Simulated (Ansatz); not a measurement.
Two G0W0 runs on GeH5CI3N2 (CH(NH2)2GeI3).

The structure was built from a prototype and need not be the compound's stable phase.

```cif
data_structure
_symmetry_space_group_name_H-M 'P 1'
_symmetry_Int_Tables_number 1
_cell_length_a 6.2672
_cell_length_b 6.2560
_cell_length_c 6.1893
_cell_angle_alpha 95.388
_cell_angle_beta 81.860
_cell_angle_gamma 96.473
_cell_volume 237.94
loop_
_atom_site_label
_atom_site_type_symbol
_atom_site_fract_x
_atom_site_fract_y
_atom_site_fract_z
_atom_site_occupancy
C1 C 0.95072 0.95263 0.00358 1
H2 H 0.82973 0.81249 0.01450 1
N3 N 0.92825 0.09684 0.86970 1
N4 N 0.10781 0.96526 0.12478 1
H5 H 0.80544 0.07197 0.77439 1
H6 H 0.11035 0.84856 0.22918 1
H7 H 0.03489 0.23156 0.84952 1
H8 H 0.22680 0.09149 0.12164 1
Ge9 Ge 0.54524 0.44257 0.53341 1
I10 I 0.45804 0.48245 0.98430 1
I11 I 0.51237 0.99797 0.49733 1
I12 I 0.98930 0.52055 0.49492 1
```

The structure was relaxed with PBE-D3(BJ). The runs that relaxed it are not among those shown. Spin-orbit coupling is left out unless a run names it.

The first (Ansatz 0.2.0; start PBE, 4×4×4 mesh, 800 empty bands, screening to 130 eV, PAW set soft_1 files; 1 × NVIDIA H100 80GB HBM3 (shared by 6 runs) with 2 threads of AMD EPYC 7R13 (Zen 3), shared host) gave, on its mesh: starting gap 1.58 eV, G0W0 gap 2.43 eV, RPA ε∞ (mean) 5.19, 6.7 min.

The second gave: starting gap 1.58 eV, G0W0 gap 2.26 eV, RPA ε∞ (mean) 5.22, 73 s.

Question: What was changed in the input? Choose among start, files, mesh, bands and cutoff, frequency model or another key.

Changed: empty bands from 800 to 202 and screening cutoff (eV) from 130.0 to 52. The starting gap stayed, which rules out the functional and points to the GW step. Other changes could give like numbers; this is the one that was made.

Limits: not at the basis limit; no spin-orbit coupling.

[Paths, hosts, dates, memory and timing lines, banners, echoed tables and standing remarks are left out of the program output.]

[Logs are printed without paths, hosts, clocks, repeated set-up lines and the standing remarks that a program may print on its own settings, such as how far it seeks lower states.]

[Runs of the session that timed out or met a known fault of the program may be left out.]

[Cells called generated may have been cut or substituted from an entry of the Crystallography Open Database or the Materials Project.]

[Hosts, paths, dates, database ids (printed as entryN), source tags and the programs' standing remarks are cut or masked in the printed files.]
